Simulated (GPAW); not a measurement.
# P K-edge XANES of ZrCu2P2 (P-3m1)

Aim: the near-edge shape at the P K edge of ZrCu2P2 (P-3m1), and what the core hole does to it.

Method: X-ray absorption from dipole matrix elements to empty bands, plane-wave PAW LDA, in GPAW 26.7.0.

**1. The structure**

The structure is trigonal, space group P-3m1 (No. 164). Conventional cell: a = 3.797 Å, b = 3.797 Å, c = 6.153 Å, α = 90.00°, β = 90.00°, γ = 120.00°. Zr has 6 P at 2.69 Å nearest. Nearest to Cu lie 4 P at 2.29 to 2.38 Å. Nearest to P lie 4 Cu at 2.29 to 2.38 Å and 3 Zr at 2.69 Å. Farther neighbours are not listed.

**2. Ground state of the crystal**

A plain self-consistent run shows whether there is a gap, which decides the set-up of the core-hole run.

Contents of scf.py:

```python
import numpy as np
from ase import Atoms
from ase.parallel import parprint, paropen
from gpaw import GPAW, PW, FermiDirac, Mixer, MixerDif, setup_paths
from gpaw.test import gen
setup_paths.insert(0, '.')
gen('P', name='nch1s', xcname='LDA', corehole=(1, 0, 0), write_xml=True)
from gpaw.mpi import world
world.barrier()

atoms = Atoms('ZrCu2P2',
    cell=[[3.79715394, 0, 0],
     [-1.89857697, 3.28843177, 0],
     [0, 0, 6.15259226]],
    scaled_positions=[[0, 0, 0],
     [0.33333333, 0.66666667, 0.63888812],
     [0.66666667, 0.33333333, 0.36111188],
     [0.33333333, 0.66666667, 0.25217355],
     [0.66666667, 0.33333333, 0.74782645]],
    pbc=True)
atoms.calc = calc = GPAW(legacy_gpaw=True, mode=PW(430), xc='LDA', setups={3: 'nch1s'},
    kpts={'size': (8, 8, 4), 'gamma': True}, occupations=FermiDirac(0.05),
    charge=0, mixer=Mixer(0.1, 5, 50), maxiter=150,
    convergence={'density': 0.0001}, txt='scf.txt')
energy = atoms.get_potential_energy() + calc.get_reference_energy()
ef = calc.get_fermi_level()
out = dict(energy=energy, fermi=ef, forces=atoms.get_forces().tolist())
parprint(f'all-electron energy {energy:.4f} eV, Fermi level {ef:.4f} eV')
ev = np.array([[calc.get_eigenvalues(k, s) for k in range(len(calc.get_ibz_k_points()))] for s in range(calc.get_number_of_spins())])
out['homo'], out['lumo'], out['counts'] = ev[ev < ef].max(), ev[ev > ef].min(), sorted(set((ev < ef).sum((0, 2)).tolist()))
out['filled'] = (ev[:, 0] < ef).sum(1).tolist()
import json
with paropen('out.json', 'w') as f:
    json.dump(out, f)
```

Command:

```bash
OMP_NUM_THREADS=1 mpirun -n 4 gpaw python scf.py
```

Numbers of over 12 decimals in the logs are rounded to 6 here.

The program printed:

```text
Input parameters:
  convergence: {density: 0.0001}
  kpts: {gamma: True,
         size: (8, 8, 4)}
  maxiter: 150
  mixer: {backend: pulay,
          beta: 0.1,
          method: separate,
          nmaxold: 5,
          weight: 50}
  mode: {ecut: 430.0,
         name: pw}
  occupations: {fixmagmom: False,
                name: fermi-dirac,
                width: 0.05}
  setups: {3: nch1s}

Initialize ...

[... PAW data sets ...]

Reference energy: -206233.968408  # eV

Spin-paired calculation

[... convergence settings ...]
Symmetries present (total): 2
  [... symmetry matrices ...]

256 k-points: 8 x 8 x 4 Monkhorst-Pack grid + [1/16,1/16,1/8]
78 k-points in the irreducible part of the Brillouin zone
       k-points in crystal coordinates                weights
   0:     0.00000000    0.00000000    0.00000000          1/256
   1:     0.00000000    0.00000000    0.25000000          2/256
   2:     0.00000000    0.00000000    0.50000000          1/256
   3:     0.00000000    0.12500000   -0.25000000          2/256
   4:     0.00000000    0.12500000    0.00000000          2/256
   5:     0.00000000    0.12500000    0.25000000          2/256
   6:     0.00000000    0.12500000    0.50000000          2/256
   7:     0.00000000    0.25000000   -0.25000000          2/256
   8:     0.00000000    0.25000000    0.00000000          2/256
   9:     0.00000000    0.25000000    0.25000000          2/256
          ...
  77:     0.50000000    0.50000000    0.50000000          2/256

Wave functions: Plane wave expansion
  Cutoff energy: 430.000 eV
  Number of coefficients (min, max): 1538, 1578
  Pulay-stress correction: 0.000000 eV/Ang^3 (de/decut=0.000000)
  Using FFTW library
  Wavefunction extrapolation:
    Improved wavefunction reuse through dual PAW basis

Occupation numbers: Fermi-Dirac:
  width: 0.0500  # eV

Eigensolver
   Davidson(niter=2)

Densities:
  Coarse grid: 20*20*30 grid
  Fine grid: 40*40*60 grid
  Total Charge: 0.000000

Density mixing:
  Method: separate
  Backend: pulay
  Linear mixing parameter: 0.1
  old densities: 5
  Width of damping distribution: 1.1
  Damping of long wavelength oscillations: 50

[... Hamiltonian set-up ...]
Number of atoms: 5
Number of atomic orbitals: 39
Number of bands in calculation: 31
Number of valence electrons: 44
Bands to converge: occupied

... initialized

Initializing position-dependent things.

Density initialized from atomic densities
Creating initial wave functions:
  31 bands from LCAO basis set

        Cu  P

        P   Cu

       Zr

Atomic positions and initial magnetic moments

Positions:
   0 Zr     0.000000    0.000000    0.000000    ( 0.0000,  0.0000,  0.0000)
   1 Cu    -0.000000    2.192288    3.930818    ( 0.0000,  0.0000,  0.0000)
   2 Cu     1.898577    1.096144    2.221774    ( 0.0000,  0.0000,  0.0000)
   3 P     -0.000000    2.192288    1.551521    ( 0.0000,  0.0000,  0.0000)
   4 P      1.898577    1.096144    4.601071    ( 0.0000,  0.0000,  0.0000)

Unit cell:
           periodic     x           y           z      points  spacing
  1. axis:    yes    3.797154    0.000000    0.000000    20     0.1644
  2. axis:    yes   -1.898577    3.288432    0.000000    20     0.1644
  3. axis:    yes    0.000000    0.000000    6.152592    30     0.2051

  Lengths:   3.797154   3.797154   6.152592
  Angles:   90.000000  90.000000 120.000000

Effective grid spacing dv^(1/3) = 0.1857

iter:   1   -37.743644
iter:   2   -33.848846   -0.55  -1.16
iter:   3   -33.332704   -1.47  -1.30
iter:   4   -33.091506   -1.57  -1.43
iter:   5   -33.041436   -1.81  -1.61
iter:   6   -33.029999   -2.88  -1.97
iter:   7   -33.031261c  -2.63  -2.28
iter:   8   -33.019012c  -3.29  -2.60
iter:   9   -33.018870c  -4.39  -3.03
iter:  10   -33.018843c  -5.32  -3.18
iter:  11   -33.018840c  -5.76  -3.30
iter:  12   -33.018844c  -5.02  -3.37
iter:  13   -33.018807c  -5.55  -3.57
iter:  14   -33.018804c  -5.95  -3.57
iter:  15   -33.018800c  -6.94  -3.74
iter:  16   -33.018794c  -5.85  -3.93
iter:  17   -33.018793c  -7.21  -4.46c
iter:  18   -33.018793c  -8.38c -4.69c

Converged after 18 iterations.

Dipole moment: (0.000000, -0.000000, 0.000000) |e|*Ang

Energy contributions relative to reference atoms: (reference = -206233.968408)

Kinetic:         -7.480706
Potential:       +2.397739
External:        +0.000000
XC:             -28.375052
Entropy (-ST):   -0.008936
Local:           +0.443694
SIC:             +0.000000
--------------------------
Free energy:    -33.023261
Extrapolated:   -33.018793

Showing only first 2 kpts
 Kpt  Band  Eigenvalues  Occupancy
  0    20      9.20888    0.03020
  0    21      9.20889    0.03019
  0    22      9.29634    0.00532
  0    23      9.70715    0.00000

  1    20      9.10750    0.20857
  1    21      9.10751    0.20854
  1    22      9.46351    0.00019
  1    23      9.46352    0.00019

Fermi level: 8.99998

No gap
No difference between direct/indirect transitions

Forces in eV/Ang:
  0 Zr    0.00000    0.00000    0.00000
  1 Cu    0.00000   -0.00000    0.09217
  2 Cu    0.00000    0.00000   -0.09217
  3 P     0.00000   -0.00000    0.02450
  4 P     0.00000    0.00000   -0.02450
Scalar-relativistic atomic LDA calculation for P (Phosphorus, Z=15)
Core hole in 1s state (1s occupation: 2.0)
450 radial gridpoints.
|------------------------------------------------|
|------------------------------------------------|
[... the atom generator's iteration count ...]

Energy contributions:
-------------------------
Kinetic:     +341.479749
XC:           -21.839194
Potential:   -660.402537
-------------------------
Total:       -340.761981

state      eigenvalue         ekin         rmax
-----------------------------------------------
1s^2.0 :   -76.281580   106.327718        0.068
2s^2.0 :    -6.362337    15.621703        0.420
2p^6.0 :    -4.575935    14.804944        0.354
3s^2.0 :    -0.515028     2.181743        1.565
3p^3.0 :    -0.205646     1.462587        1.827
-----------------------------------------------
(units: Bohr and Hartree)

Generating PAW setup
Kinetic energy of the core from tauc = 333.550059
Cutoffs:
rc(s)=1.800
rc(p)=1.800
rc(d)=1.800
rc(vbar)=1.620
rc(comp)=1.800
rc(nct)=1.800

Kinetic energy of the core states: 332.728503
Charge: 0.0
Core electrons: 10.0
Valence electrons: 5.0
Pseudo-core charge: 0.181656
Shape function alpha=3.086
Pseudo-electron charge 5.454854
state    eigenvalue         norm
--------------------------------
3s(2) :    -0.515028     1.126397
*s    :     0.484972
3p(3) :    -0.205646     1.006802
*p    :     0.794354
*d    :     0.000000
--------------------------------

Diagonalizing with gridspacing h=0.050

state   all-electron     PAW
-------------------------------
3s:      -0.515028    -0.515337
3p:      -0.205646    -0.205904
*d:                    0.038554
*f:                    0.072541
-------------------------------
all-electron energy -206266.9872 eV, Fermi level 9.0000 eV
```

The job ended after 19 s (4 MPI ranks of Arm Neoverse V2, shared host; peak memory 0.22 GiB).

The mesh shows no gap, so the system is treated as a metal and the core electron is put at the Fermi level (neutral cell).

**3. Spectrum without a core hole, P atom 4**

This cheap baseline ignores the attraction of the hole: it shows the absorber's empty states as they are in the ground state. The data set with a hole of occupation 0 only carries the core orbital.

The absorber has 3 Cu at 2.29 Å, 1 Cu at 2.38 Å and 3 Zr at 2.69 Å (7-fold, site symmetry 3m).

Contents of xas.py:

```python
import numpy as np
from ase import Atoms
from ase.parallel import parprint, paropen
from gpaw import GPAW, PW, FermiDirac, Mixer, MixerDif, setup_paths
from gpaw.test import gen
setup_paths.insert(0, '.')
gen('P', name='nch1s', xcname='LDA', corehole=(1, 0, 0), write_xml=True)
from gpaw.mpi import world
world.barrier()

atoms = Atoms('ZrCu2P2',
    cell=[[3.79715394, 0, 0],
     [-1.89857697, 3.28843177, 0],
     [0, 0, 6.15259226]],
    scaled_positions=[[0, 0, 0],
     [0.33333333, 0.66666667, 0.63888812],
     [0.66666667, 0.33333333, 0.36111188],
     [0.33333333, 0.66666667, 0.25217355],
     [0.66666667, 0.33333333, 0.74782645]],
    pbc=True)
atoms.calc = calc = GPAW(legacy_gpaw=True, mode=PW(430), xc='LDA', setups={3: 'nch1s'},
    kpts={'size': (10, 10, 6), 'gamma': True}, occupations=FermiDirac(0.1),
    charge=0, mixer=Mixer(0.1, 5, 50), maxiter=150,
    convergence={'density': 0.0001}, txt='scf.txt')
energy = atoms.get_potential_energy() + calc.get_reference_energy()
ef = calc.get_fermi_level()
out = dict(energy=energy, fermi=ef, forces=atoms.get_forces().tolist())
parprint(f'all-electron energy {energy:.4f} eV, Fermi level {ef:.4f} eV')
ev = np.array([[calc.get_eigenvalues(k, s) for k in range(len(calc.get_ibz_k_points()))] for s in range(calc.get_number_of_spins())])
out['homo'], out['lumo'], out['counts'] = ev[ev < ef].max(), ev[ev > ef].min(), sorted(set((ev < ef).sum((0, 2)).tolist()))
out['filled'] = (ev[:, 0] < ef).sum(1).tolist()

from ase.units import Ha
from gpaw.xas import dipole_matrix_elements
nb = int(calc.get_number_of_electrons() / 2) + 54
top, nb = nb, nb + 8 + nb // 12
nscf = calc.fixed_density(kpts={'size': (9, 9, 5), 'gamma': True}, nbands=nb,
    convergence={'bands': top, 'eigenstates': 1e-5}, maxiter=60, txt='nscf.txt')
cell = atoms.cell.array
ops = [cell.T @ U.T @ np.linalg.inv(cell.T) for U in nscf.wfs.kd.symmetry.op_scc]
E = np.arange(-25, 34, 0.1)
fwhm = np.interp(E, [4, 25], [0.9, 3.5])
Y, X, zero, highest = 0, 0, 1e9, 1e9
for spin in range(nscf.get_number_of_spins()):
    wfs = nscf.wfs
    A = dipole_matrix_elements(wfs.setups[3])
    eps = np.zeros((wfs.kd.nibzkpts, nb))
    d = np.zeros((3, A.shape[1], wfs.kd.nibzkpts, nb), complex)
    for kpt in wfs.kpt_u:
        if kpt.s == spin and 3 in kpt.P_ani:
            eps[kpt.k] = kpt.eps_n * Ha
            d[:, :, kpt.k] = (kpt.weight * wfs.nspins / 2) ** 0.5 * np.inner(A, kpt.P_ani[3])
    world.sum(eps)
    world.sum(d)
    T = np.einsum('amkn,bmkn->abkn', d, d.conj()).real
    T = sum(np.einsum('ai,ijkn,bj->abkn', R, T, R) for R in ops) / len(ops)
    empty = eps > ef
    zero, highest = min(zero, eps[empty].min()), min(highest, eps[:, top - 1].min())
    lines = [(eps, T, empty)] if spin == 0 else lines + [(eps, T, empty)]
for eps, T, empty in lines:
    f = np.einsum('aakn->akn', T).reshape(3, -1)
    x = eps.ravel() - zero
    w = np.interp(x, E, fwhm) / 2.35482
    g = np.exp(-0.5 * ((E[:, None] - x) / w) ** 2) / (w * (2 * np.pi) ** 0.5)
    Y = Y + (f * empty.ravel()) @ g.T
    X = X + (f * ~empty.ravel()) @ g.T
out.update(E=E.round(2).tolist(), xas=Y.tolist(), xes=X.tolist(), zero=zero, valid=highest - zero, nk=len(eps), nb=nb)
for i in range(0, len(E), 10):
    parprint(f'{E[i]:7.2f}', *(f'{v:10.3e}' for v in Y[:, i]))
import json
with paropen('out.json', 'w') as f:
    json.dump(out, f)
```

Command:

```bash
OMP_NUM_THREADS=1 mpirun -n 4 gpaw python xas.py
```

The program printed:

```text
Input parameters:
  convergence: {density: 0.0001}
  kpts: {gamma: True,
         size: (10, 10, 6)}
  maxiter: 150
  mixer: {backend: pulay,
          beta: 0.1,
          method: separate,
          nmaxold: 5,
          weight: 50}
  mode: {ecut: 430.0,
         name: pw}
  occupations: {fixmagmom: False,
                name: fermi-dirac,
                width: 0.1}
  setups: {3: nch1s}

Initialize ...

[...]
*p    :     0.794354
*d    :     0.000000
--------------------------------

Diagonalizing with gridspacing h=0.050

state   all-electron     PAW
-------------------------------
3s:      -0.515028    -0.515337
3p:      -0.205646    -0.205904
*d:                    0.038554
*f:                    0.072541
-------------------------------
all-electron energy -206266.9934 eV, Fermi level 8.9045 eV
[...]
32.00  4.417e-06  4.417e-06  4.408e-06
  33.00  3.949e-06  3.949e-06  4.396e-06
[key lines of the parts left out:]
Converged after 16 iterations.
Dipole moment: (0.000000, -0.000000, 0.000000) |e|*Ang
Free energy:    -33.037924
Fermi level: 8.90451
```

It took 77 s on 4 MPI ranks; peak memory 0.44 GiB.

The P K spectrum, P atom 4, no core hole (energy from the lowest empty level; intensity scaled to a mean of 1 over the first 20 eV; polarised curves are means over the symmetry-equivalent atoms):

```csv
E (eV),isotropic,ε ⊥ c,ε ∥ c
-2.00,0.00,0.00,0.00
-1.25,0.00,0.00,0.00
-0.50,0.05,0.04,0.07
0.25,0.49,0.35,0.78
1.00,0.80,0.77,0.84
1.75,1.00,1.08,0.83
2.50,0.94,0.86,1.10
3.25,0.66,0.64,0.69
4.00,0.67,0.65,0.72
4.75,0.77,0.73,0.84
5.50,1.01,0.98,1.07
6.25,1.20,1.16,1.27
7.00,1.40,1.37,1.45
7.75,1.49,1.48,1.50
8.50,1.45,1.47,1.43
9.25,1.35,1.40,1.25
10.00,1.23,1.29,1.10
10.75,1.10,1.17,0.98
11.50,1.06,1.12,0.94
12.25,1.05,1.06,1.03
13.00,1.02,0.97,1.10
13.75,0.99,0.95,1.07
14.50,0.98,0.96,1.03
15.25,0.96,0.93,1.01
16.00,0.93,0.92,0.96
16.75,0.91,0.93,0.88
17.50,0.90,0.93,0.83
18.25,0.87,0.89,0.81
19.00,0.81,0.82,0.80
19.75,0.75,0.75,0.77
20.50,0.71,0.70,0.72
21.25,0.68,0.68,0.67
22.00,0.66,0.67,0.63
22.75,0.64,0.66,0.61
23.50,0.63,0.64,0.61
24.25,0.61,0.61,0.61
25.00,0.60,0.59,0.61
25.75,0.60,0.59,0.62
26.50,0.65,0.64,0.66
27.25,0.74,0.75,0.72
28.00,0.86,0.89,0.80
28.75,0.98,1.03,0.88
29.50,1.06,1.12,0.93
30.25,1.08,1.14,0.97
31.00,1.05,1.09,0.98
31.75,1.00,1.01,0.98
```

Main maxima below 24 eV (height): 2.0 eV (1.01) and 7.8 eV (1.49). A K edge sees empty p states on the absorber.

The same matrix elements for filled bands give the P K emission of P atom 4 (ground-state approximation; energy from the lowest empty level, largest value 1):

```csv
E (eV),emission
-24.00,0.00
-23.25,0.00
-22.50,0.00
-21.75,0.00
-21.00,0.00
-20.25,0.00
-19.50,0.00
-18.75,0.00
-18.00,0.00
-17.25,0.00
-16.50,0.00
-15.75,0.00
-15.00,0.00
-14.25,0.00
-13.50,0.00
-12.75,0.00
-12.00,0.01
-11.25,0.01
-10.50,0.00
-9.75,0.00
-9.00,0.00
-8.25,0.00
-7.50,0.02
-6.75,0.29
-6.00,0.52
-5.25,0.73
-4.50,0.84
-3.75,0.21
-3.00,0.24
-2.25,0.39
-1.50,0.46
-0.75,0.30
0.00,0.06
0.75,0.00
1.50,0.00
2.25,0.00
3.00,0.00
```

Emission maxima: -4.8 eV (1.00) and -1.4 eV (0.46).

**4. Supercell without a hole, the energy reference**

The photon energy needs a difference of total energies, so the cell and mesh of the coming hole run are first run without a hole.

Changes to scf.py since step 2:

```diff
@@ -10,14 +10,24 @@
 
-atoms = Atoms('ZrCu2P2',
-    cell=[[3.79715394, 0, 0],
-     [-1.89857697, 3.28843177, 0],
-     [0, 0, 6.15259226]],
+atoms = Atoms('Zr3Cu6P6',
+    cell=[[5.69573091, 3.28843177, 0],
+     [0, -6.57686354, 0],
+     [1.89857697, 3.28843177, -6.15259226]],
     scaled_positions=[[0, 0, 0],
-     [0.33333333, 0.66666667, 0.63888812],
-     [0.66666667, 0.33333333, 0.36111188],
-     [0.33333333, 0.66666667, 0.25217355],
-     [0.66666667, 0.33333333, 0.74782645]],
+     [0.33333333, 0.66666667, 0],
+     [0.66666667, 0.33333333, 0],
+     [0.21296271, 0.45370396, 0.36111188],
+     [0.54629604, 0.12037063, 0.36111188],
+     [0.87962937, 0.78703729, 0.36111188],
+     [0.45370396, 0.87962937, 0.63888812],
+     [0.78703729, 0.54629604, 0.63888812],
+     [0.12037063, 0.21296271, 0.63888812],
+     [0.08405785, 0.58260882, 0.74782645],
+     [0.41739118, 0.24927548, 0.74782645],
+     [0.75072452, 0.91594215, 0.74782645],
+     [0.58260882, 0.75072452, 0.25217355],
+     [0.91594215, 0.41739118, 0.25217355],
+     [0.24927548, 0.08405785, 0.25217355]],
     pbc=True)
-atoms.calc = calc = GPAW(legacy_gpaw=True, mode=PW(430), xc='LDA', setups={3: 'nch1s'},
-    kpts={'size': (8, 8, 4), 'gamma': True}, occupations=FermiDirac(0.05),
+atoms.calc = calc = GPAW(legacy_gpaw=True, mode=PW(430), xc='LDA', setups={9: 'nch1s'},
+    kpts={'size': (5, 5, 5), 'gamma': True}, occupations=FermiDirac(0.1),
     charge=0, mixer=Mixer(0.1, 5, 50), maxiter=150,
```

Command:

```bash
OMP_NUM_THREADS=1 mpirun -n 4 gpaw python scf.py
```

The program printed:

```text
Input parameters:
  convergence: {density: 0.0001}
  kpts: {gamma: True,
         size: (5, 5, 5)}
  maxiter: 150
  mixer: {backend: pulay,
          beta: 0.1,
          method: separate,
          nmaxold: 5,
          weight: 50}
  mode: {ecut: 430.0,
         name: pw}
  occupations: {fixmagmom: False,
                name: fermi-dirac,
                width: 0.1}
  setups: {9: nch1s}

Initialize ...

[...]
3s(2) :    -0.515028     1.126397
*s    :     0.484972
3p(3) :    -0.205646     1.006802
*p    :     0.794354
*d    :     0.000000
--------------------------------

Diagonalizing with gridspacing h=0.050

state   all-electron     PAW
-------------------------------
3s:      -0.515028    -0.515337
3p:      -0.205646    -0.205904
*d:                    0.038554
*f:                    0.072541
-------------------------------
all-electron energy -618800.9980 eV, Fermi level 8.8793 eV
[key lines of the parts left out:]
Converged after 19 iterations.
Dipole moment: (0.000000, 0.000000, 0.000000) |e|*Ang
Free energy:    -99.124617
Fermi level: 8.87931
```

Run time: 3 min. Hardware: 4 MPI ranks; peak memory 0.46 GiB.

Reference energy: -618800.998 eV with the cores included.

(Continued in part 2 of 2.)

[Banner, clock and machine lines of the logs are left out without a mark of their own.]

[Logs are printed without paths, hosts, clocks, repeated set-up lines and the standing remarks that a program may print on its own settings, such as how far it seeks lower states.]

[Hosts, paths, dates, database ids (printed as entryN), source tags and the programs' standing remarks are cut or masked in the printed files.]

[Lists of maxima count a maximum above −3 eV only where it reaches 4 % of the highest in the window and stands out from its surroundings by 2 % of it (1.5 % where it reaches 55 %); shoulders and weaker maxima are passed over, and of the rest the first, up to two pre-edge ones and the few strongest are named.]
